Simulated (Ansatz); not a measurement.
An input for Ansatz 0.2.0 (LaCuSeO (P4/nmm)):

```yaml
crystal:
  lattice:
    - [4.06712, 0.0, 0.0]
    - [0.0, 4.06712, 0.0]
    - [0.0, 0.0, 8.7975]
  atoms:
    - { symbol: La, position: [0.5, 0.0, 0.1398] }
    - { symbol: La, position: [0.0, 0.5, 0.8602] }
    - { symbol: Cu, position: [0.5, 0.5, 0.5] }
    - { symbol: Cu, position: [0.0, 0.0, 0.5] }
    - { symbol: Se, position: [0.5, 0.0, 0.6698] }
    - { symbol: Se, position: [0.0, 0.5, 0.3302] }
    - { symbol: O, position: [0.5, 0.5, 0.0] }
    - { symbol: O, position: [0.0, 0.0, 0.0] }
kpoints:
  mp_grid: { grid: [6, 6, 4] }
hamiltonian:
  xc: r2scan
  pseudopotentials: { kind: paw, azcp: { folder: soft_1 } }
scf:
  occupations: { method: fixed }
  n_extra_bands: 99
output:
  optics: { e_range: [0, 25], de: 0.1, sigma: 0.2 }
```

```sh
ansatz run input.yaml --threads 2 --pin off --max-ram 92160MiB --backend cuda --events-out ev --progress --plain --runs-dir out --devices 1 --max-vram 13GiB
```

Q: Estimate wall time and host memory on 1 × NVIDIA H100 80GB HBM3 (shared by 6 runs) with 2 threads of AMD EPYC 7R13 (Zen 3), shared host.

It took 88 s; on shared hardware allow 44 s to 2.9 min. Peak host memory was 3.7 GiB.

[Paths, hosts, dates, memory and timing lines, banners, echoed tables and standing remarks are left out of the program output.]

[Logs are printed without paths, hosts, clocks, repeated set-up lines and the standing remarks that a program may print on its own settings, such as how far it seeks lower states.]

[Runs of the session that timed out or met a known fault of the program may be left out.]

[Cells called generated may have been cut or substituted from an entry of the Crystallography Open Database or the Materials Project.]

[Hosts, paths, dates, database ids (printed as entryN), source tags and the programs' standing remarks are cut or masked in the printed files.]
